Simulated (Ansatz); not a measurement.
## Sensitivity of the G0W0 gap of InSe (R3m)

Aim: change settings of a G0W0 run on InSe (R3m) and see what moves.

Method: G0W0 on r2SCAN, plane waves, PAW, in Ansatz 0.2.0.

**1. Set-up**

Symmetry: R3m, No. 160, trigonal system. Conventional cell: a = 4.000 Å, b = 4.000 Å, c = 24.950 Å, α = 90.00°, β = 90.00°, γ = 120.00°. In has 3 Se at 2.64 Å and 1 In at 2.80 Å nearest. Nearest to Se lie 3 In at 2.64 Å. Se has 3 In at 2.64 Å nearest. Farther neighbours and most contacts between anions are not listed.

The cell and positions come from the Crystallography Open Database and are kept as given unless a step says otherwise. The default PAW set here is soft_2. Its files were made with PBE.

**2. The base run: 4×4×4 mesh, 343 empty bands, screening to 120 eV**

G0W0 replaces the xc potential by the self-energy, built once from these orbitals. Only a window of levels is corrected, while the sums run over the empty bands that the input names.

input.yaml

```yaml
crystal:
  lattice:
    - [2.0, 1.1547005384, 8.3166666667]
    - [-2.0, 1.1547005384, 8.3166666667]
    - [0.0, -2.3094010768, 8.3166666667]
  atoms:
    - { symbol: In, position: [0.0, 0.0, 0.0] }
    - { symbol: In, position: [0.1122, 0.1122, 0.1122] }
    - { symbol: Se, position: [0.6155, 0.6155, 0.6155] }
    - { symbol: Se, position: [0.83, 0.83, 0.83] }
kpoints:
  mp_grid: { grid: [4, 4, 4] }
hamiltonian:
  xc: r2scan
scf:
  occupations: { method: fixed }
gw:
  n_empty_bands: 343
  ecut_chi: 120
  qp_bands: [v2, c2]
  qp_kpoints: band_edges
  screening: { model: contour_deformation }
```

Launch:

```bash
$ ansatz run input.yaml --threads 3 --pin off --max-ram 92160MiB --backend cuda --events-out ev --progress --plain --runs-dir out --devices 1 --max-vram 13GiB
```

Numbers of over 12 decimals in the logs are rounded to 6 here.

The log of the run:

```text
GPUs: using 1 of 1 available (devices: 1).
Engine: ansatz 0.2.0, x86_64-unknown-linux-gnu
Pseudopotentials: kind: paw
Pseudopotential: In, paw, valence charge 13, recommended cutoff 500 eV (meta_gga), In.paw.azcp
Pseudopotential: Se, paw, valence charge 16, recommended cutoff 500 eV (meta_gga), Se.paw.azcp
Functional definition: r2SCAN
  parameter k0 = 0.174
  parameter k1 = 0.065
  parameter a1 = 4.9479
  exchange = r2scan_x(k0 = k0, k1 = k1, a1 = a1)
  correlation = r2scan_c
device memory: the entry about to start is reckoned to put 3.8 GiB on a device that reports 38.9 GiB free (of which the cap on the GPU budget leaves the run 13.0 GiB)
GPU FFT provider: cuFFT
GPU libraries: cuBLAS 13.8.2, cuFFT 12.4.0, cuSOLVER 12.3.4
Crystal: 4 atoms, lattice volume = 115.239 Å³
Basis set: ecut = 500 eV, 2947 PW (Γ), exchange–correlation on 256×256×256 points (64 copies of the dense FFT grid, shifted against one another)
Bands: 35, of which v1, the nominal top of the filled ones, is band 29 counted from 1 (28 counted from 0)
Symmetry: 6 space group operations
Space group: R3m (ITA 160), of the structure as read, at distance tolerance 4.9e-5 Å
k-points: 13 of 64 (time reversal used)
Non-local potential: In, projectors of the file, l = 0: 2, l = 1: 2, l = 2: 2, l = 3: 2
Non-local potential: Se, projectors of the file, l = 0: 2, l = 1: 2, l = 2: 3, l = 3: 1
PAW form: soft (Blöchl's): semilocal exchange-correlation on the pseudo side does not see the compensation charge
PAW frozen core: In, regenerated for the run's functional (the file was generated under x = pbe(κ = 0.804, μ = 0.219515), c = pbe(β = 0.066725))
PAW frozen core: Se, regenerated for the run's functional (the file was generated under x = pbe(κ = 0.804, μ = 0.219515), c = pbe(β = 0.066725))
PAW one-centre angular grid: In, 590 points (default); XC on 289 of its mesh's 2783 points in the sphere
PAW one-centre angular grid: Se, 590 points (default); XC on 160 Gauss nodes
Initial density: superposition of atomic densities (neutral atoms: chi_scale 0, normalization atom), corrected by the library's trained network
Initial wavefunctions: pseudopotential atomic-orbital guess
GPU buffer pool allocated for 262144 grid points (all kernels)
GPU transforms: local potential and band sums: pruned to the plane-wave sphere, on 64×64×64
Functional: x = r2scan, c = r2scan; τ floored in thin density (d = 2e-4 eV/Å³)
SCF iter   1: F=—  HF=-22182.504228 eV  |F-HF|=—  |Δ(HF+E_count)|=         —  Δρ=6.27e-3  dr2=3.95e-2  dr2_τ=1.63e-2  ethr=1.77e-3  ⟨swp⟩=5.0  Hψ=1632  notcnv=0  defer=52
preconditioner: auto → Resta (q_TF=auto, 2.433 Å⁻¹)  ε∞=3.1  [insulator: Δε(μ)=0.797 eV  Ē_g=14.831 eV  n_scr=30 (ndim 8)  ℏωp=21.3 eV  f_vac=0.077  ε∞_Penn≈3.1]
[...]
E_nonlocal   = -454.908065
  E_hartree    = 3623.389575
  E_xc         = -598.237161
  E_vxc        = -424.447817  (∫ρ·V_xc dr)
  E_paw        = -12219.676655  (= ΣΔE_a)
  E_vpaw       = -212.958741  (= ΣTr[D̂ρ^β])
  E_aug_tail   = -0.000398  (compensation charges beyond the density's cutoff)
  E_vtau       = 25.122359  (kinetic-family band-sum trace: ∫τ·v_τ [+ j·A + Jᵃ·Aᵃ] dr)
  E_ewald      = -5408.437302
  E_core_change = -1.598449  (= ΣΔE_core)
  E_smearing   = -0.000000  (= −TS)
  E_closure    = 0.000000  (closes the sum)
  Σ components = -22182.516963   (vs F -22182.516963, Δ=0.00e0)
--- Band table (eV; the first three rows and the last of 13) ---
  k-point 0: bands = [... 25 lower, 5.8676, 5.8676, 5.9996, 5.9996, 9.4032, 9.8540, 11.9696, 11.9696, ... 2 higher]
  k-point 1: bands = [... 25 lower, 5.2185, 5.2604, 5.4498, 6.1994, 9.5778, 9.7996, 11.6964, 11.9465, ... 2 higher]
  k-point 2: bands = [... 25 lower, 4.7734, 4.8005, 4.9602, 5.5381, 8.6967, 9.5902, 11.2931, 11.6532, ... 2 higher]
  k-point 12: bands = [... 25 lower, 5.7957, 6.0794, 6.0794, 7.2987, 8.1124, 9.9053, 11.8729, 11.8729, ... 2 higher]
--- G₀W₀: contour deformation, 7 samples at zero and on the imaginary axis and 1 off it, 64 q-points, 343 empty bands' worth ---
  eigenvalues of the whole cell's RPA ε∞ on this k-mesh (on a slab, of 1 + 4πα/V) = 8.1061, 8.1061, 12.2852; static W/v taken at q = 0 is 0.128039
  gw.qp_kpoints: band_edges: 8 of 13 stored k-points solved, in 1 pass; an edge of the gap read off the rows below is read off those points alone
    valence top: of the k-points left out ik 8 came nearest to being solved in a further pass, in band 29 (counted from 1, as in the quasiparticle table): it holds the edge there only if its correction is more favourable than any solved in that band by at least 0.796 eV; those differ by 0.120 eV
    conduction bottom: of the k-points left out ik 7 came nearest to being solved in a further pass, in band 30 (counted from 1, as in the quasiparticle table): it holds the edge there only if its correction is more favourable than any solved in that band by at least 0.708 eV; those differ by 0.179 eV
    ik  band        ε_KS         Σx   Σc(E_QP)       V_xc       Z   E_QP_lin       E_QP  E_QP is
     2    28      4.9602   -17.2612     1.9962   -14.8125  0.7496     4.5006     4.5078  root
     2    29      5.5381   -15.6663     1.4597   -13.7344  0.7615     5.0587     5.0659  root
     2    30      8.6967    -7.7650    -3.3873   -11.2166  0.7979     8.7610     8.7609  root
     2    31      9.5902    -9.6654    -3.8235   -13.7165  0.7804     9.8193     9.8178  root
     3    28      5.5541   -17.8869     1.8509   -15.6151  0.7571     5.1280     5.1334  root
     3    29      6.4359   -16.0662     1.2254   -14.4032  0.7691     5.9930     5.9982  root
     3    30      9.3994    -9.3632    -3.6871   -13.2453  0.7896     9.5951     9.5944  root
     3    31      9.7898    -8.0911    -3.7940   -12.0357  0.7867     9.9408     9.9403  root
[...]
12    28      6.0794   -18.3155     1.7434   -16.1868  0.7614     5.6901     5.6941  root
    12    29      7.2987   -16.3246     0.8341   -15.1216  0.7766     6.9273     6.9297  root
    12    30      8.1124   -10.2526    -3.3261   -13.7012  0.7983     8.2351     8.2349  root
    12    31      9.9053    -8.0969    -4.0231   -12.2493  0.7909    10.0350    10.0346  root
[key lines of the parts left out:]
SCF converged after 7 iterations
Free energy (F): -22182.516963 eV
Fermi energy:    7.298662 eV
```

The job ended after 46 s (1 × NVIDIA H100 80GB HBM3 (shared by 6 runs) with 3 threads of AMD EPYC 7R13 (Zen 3), shared host; peak memory 2.3 GiB; 76 s of CPU time).

This step gave:

* bands summed: 372
* RPA ε∞ on this mesh (eigenvalues): 8.106, 8.106, 12.29
* plane waves in the screening matrix: 363
* q-points in the mesh: 64
* G0W0 gap on the mesh: 1.305 eV
* k of the valence top: -0.5, -0.5, -0.5
* k of the conduction bottom: -0.5, -0.5, -0.5
* starting gap on the mesh: 0.8137 eV
* Z at the valence top: 0.7766
* Z at the conduction bottom: 0.7983
* least direct G0W0 gap on the computed points: 1.305 eV

The gap on the mesh goes from 0.81 eV to 1.31 eV, a correction of +0.49 eV. Between the two edge states, bare exchange in place of the xc potential would open the gap by 4.65 eV, and correlation takes back 4.16 eV.

**3. Variant: all filled levels at the zone centre**

input.yaml, as its differences from that of step 2:

```diff
@@ -17,6 +17,6 @@
 gw:
-  n_empty_bands: 343
-  ecut_chi: 120
-  qp_bands: [v2, c2]
-  qp_kpoints: band_edges
+  n_empty_bands: 261
+  ecut_chi: 100
+  qp_bands: [lowest, c2]
+  qp_kpoints: [[0, 0, 0]]
   screening: { model: contour_deformation }
```

The log of the run:

```text
GPUs: using 1 of 1 available (devices: 1).
[...]
GPU FFT provider: cuFFT
GPU libraries: cuBLAS 13.8.2, cuFFT 12.4.0, cuSOLVER 12.3.4
Crystal: 4 atoms, lattice volume = 115.239 Å³
Basis set: ecut = 500 eV, 2947 PW (Γ), exchange–correlation on 256×256×256 points (64 copies of the dense FFT grid, shifted against one another)
Bands: 35, of which v1, the nominal top of the filled ones, is band 29 counted from 1 (28 counted from 0)
[... 1 set-up line as in the run before ...]
[...]
k-points: 13 of 64 (time reversal used)
[...]
GPU buffer pool allocated for 262144 grid points (all kernels)
[...]
SCF iter   1: F=—  HF=-22182.504228 eV  |F-HF|=—  |Δ(HF+E_count)|=         —  Δρ=6.27e-3  dr2=3.95e-2  dr2_τ=1.63e-2  ethr=1.77e-3  ⟨swp⟩=5.0  Hψ=1632  notcnv=0  defer=52
[...]
SCF iter   7: F=-22182.516963 eV  HF=-22182.516963 eV  |F-HF|=1.94e-8  |Δ(HF+E_count)|=   2.27e-7  Δρ=4.98e-6  dr2=3.98e-8  dr2_τ=2.19e-9  ethr=1.72e-10  ⟨swp⟩=9.6  Hψ=1767  notcnv=0
SCF 1 converged in 7 iterations: F = -22182.516963 eV  dr2 = 3.98e-8
[...]
NSCF: frozen V_eff on 13 k-points
[...]
G₀W₀ screening: q 1/13
[... further progress lines ...]
[...]
SCF converged after 7 iterations
Free energy (F): -22182.516963 eV
[...]
Internal energy: -22182.516963 eV  (E = F + TS)
E sigma→0 (E₀):  -22182.516963 eV
Fermi energy:    7.298662 eV
[...]
--- Band table (eV; the first three rows and the last of 13) ---
[...]
0     4    -40.9577   -72.8074    13.1225   -56.2066  0.6467   -45.1852   -44.4360  root ?
     0     5    -40.9374   -72.8229    13.1292   -56.2165  0.6450   -45.1512   -44.4146  root ?
     0     6    -40.9374   -72.8229    13.1292   -56.2165  0.6450   -45.1512   -44.4146  root ?
     0     7    -40.9368   -72.8235    13.1249   -56.2171  0.6452   -45.1550   -44.4183  root ?
     0     8    -40.9368   -72.8235    13.1249   -56.2171  0.6452   -45.1550   -44.4183  root ?
[...]
0    16     -7.8193   -41.9496     6.4745   -33.9453  0.7236    -9.4936    -9.3491  root ?
     0    17     -7.8193   -41.9496     6.4745   -33.9453  0.7236    -9.4936    -9.3491  root ?
     0    18     -7.6324   -42.3411     6.4377   -34.3622  0.7251    -9.3094    -9.1736  root ?
     0    19     -7.6324   -42.3411     6.4377   -34.3622  0.7251    -9.3094    -9.1736  root ?
     0    20     -7.6241   -40.5116     6.5100   -32.6240  0.7122    -9.0941    -9.0017  root
     0    21     -6.8207   -23.5661     6.8234   -16.9491  0.6296    -6.6154    -6.6143  root
     0    22     -6.3358   -25.2770     6.5777   -18.7804  0.6439    -6.2549    -6.2547  root
     0    23      0.7200   -16.2507     3.5194   -12.3225  0.7251     0.3027     0.3111  root
     0    24      3.8915   -17.3891     2.0988   -14.9318  0.7370     3.5277     3.5330  root
     0    25      5.6853   -15.4020     1.5499   -13.4520  0.7492     5.2793     5.2851  root
     0    26      5.8676   -18.1967     1.9046   -15.9818  0.7583     5.5547     5.5573  root
     0    27      5.8676   -18.1967     1.9046   -15.9818  0.7583     5.5547     5.5573  root
     0    28      5.9996   -18.1665     1.8432   -16.0122  0.7609     5.6862     5.6886  root
     0    29      5.9996   -18.1665     1.8432   -16.0122  0.7609     5.6862     5.6886  root
     0    30      9.4032   -10.5507    -3.6631   -14.5318  0.7748     9.7241     9.7212  root
     0    31      9.8540    -8.2825    -3.8961   -12.3313  0.7906    10.0073    10.0067  root
```

Wall time 32 s (1 × NVIDIA H100 80GB HBM3 (shared by 6 runs) with 3 threads); peak memory 2.1 GiB; 55 s of CPU time.

Absolute levels on the run's own zero. QP, by row:

```
k index  band  KS (eV)  Sigma_x (eV)  Sigma_c (eV)  Vxc (eV)       Z  QP linearised (eV)  QP (eV)  source          doubts
      0     1   -40.96        -72.81         13.12    -56.21  0.6472              -45.19   -44.44    root  energies_apart
      0     2   -40.96        -72.81         13.12    -56.21  0.6472              -45.19   -44.44    root  energies_apart
      0     3   -40.96        -72.81         13.12    -56.21  0.6467              -45.19   -44.44    root  energies_apart
      0     4   -40.96        -72.81         13.12    -56.21  0.6467              -45.19   -44.44    root  energies_apart
      0     5   -40.94        -72.82         13.13    -56.22   0.645              -45.15   -44.41    root  energies_apart
      0     6   -40.94        -72.82         13.13    -56.22   0.645              -45.15   -44.41    root  energies_apart
      0     7   -40.94        -72.82         13.12    -56.22  0.6452              -45.16   -44.42    root  energies_apart
      0     8   -40.94        -72.82         13.12    -56.22  0.6452              -45.16   -44.42    root  energies_apart
      0     9   -40.93        -72.83         13.13    -56.22  0.6441              -45.13    -44.4    root  energies_apart
      0    10   -40.93        -72.83         13.12    -56.22  0.6446              -45.14   -44.41    root  energies_apart
      0    11   -8.112         -41.1         6.573    -33.08  0.7128               -9.68   -9.555    root  energies_apart
      0    12   -7.923        -41.76          6.53    -33.72  0.7183              -9.559   -9.433    root  energies_apart
      0    13   -7.923        -41.76          6.53    -33.72  0.7183              -9.559   -9.433    root  energies_apart
      0    14   -7.839        -41.93           6.5     -33.9  0.7234              -9.506   -9.365    root  energies_apart
      0    15   -7.839        -41.93           6.5     -33.9  0.7234              -9.506   -9.365    root  energies_apart
      0    16   -7.819        -41.95         6.474    -33.95  0.7236              -9.494   -9.349    root  energies_apart
      0    17   -7.819        -41.95         6.474    -33.95  0.7236              -9.494   -9.349    root  energies_apart
      0    18   -7.632        -42.34         6.438    -34.36  0.7251              -9.309   -9.174    root  energies_apart
      0    19   -7.632        -42.34         6.438    -34.36  0.7251              -9.309   -9.174    root  energies_apart
      0    20   -7.624        -40.51          6.51    -32.62  0.7122              -9.094   -9.002    root                
      0    21   -6.821        -23.57         6.823    -16.95  0.6296              -6.615   -6.614    root                
      0    22   -6.336        -25.28         6.578    -18.78  0.6439              -6.255   -6.255    root                
      0    23     0.72        -16.25         3.519    -12.32  0.7251              0.3027   0.3111    root                
      0    24    3.892        -17.39         2.099    -14.93   0.737               3.528    3.533    root                
      0    25    5.685         -15.4          1.55    -13.45  0.7492               5.279    5.285    root                
      0    26    5.868         -18.2         1.905    -15.98  0.7583               5.555    5.557    root                
      0    27    5.868         -18.2         1.905    -15.98  0.7583               5.555    5.557    root                
      0    28        6        -18.17         1.843    -16.01  0.7609               5.686    5.689    root                
      0    29        6        -18.17         1.843    -16.01  0.7609               5.686    5.689    root                
      0    30    9.403        -10.55        -3.663    -14.53  0.7748               9.724    9.721    root                
      0    31    9.854        -8.283        -3.896    -12.33  0.7906               10.01    10.01    root
```

Against the base:

```csv
setting,base,variant
empty bands,343,261
screening cutoff (eV),120,100
levels asked,v2 to c2,lowest to c2
points asked,band edges,"[[0, 0, 0]]"
```

**4. What came out**

```
base                                 : 1.31 eV, 46 s
all filled levels at the zone centre : direct gap at the listed points 4.03 eV, 32 s
```

All filled levels at the zone centre: only the listed points were computed; the least direct gap there is 4.03 eV, with empty bands, screening cutoff, levels asked and points asked changed against the base. All runs here use a coarse mesh and modest cutoffs; they test settings and are not final values. The many-body steps are scalar-relativistic: spin-orbit coupling is not in them.

[Paths, hosts, dates, memory and timing lines, banners, echoed tables and standing remarks are left out of the program output.]

[Logs are printed without paths, hosts, clocks, repeated set-up lines and the standing remarks that a program may print on its own settings, such as how far it seeks lower states.]

[Runs of the session that timed out or met a known fault of the program may be left out.]

[Cells called generated may have been cut or substituted from an entry of the Crystallography Open Database or the Materials Project.]

[Hosts, paths, dates, database ids (printed as entryN), source tags and the programs' standing remarks are cut or masked in the printed files.]
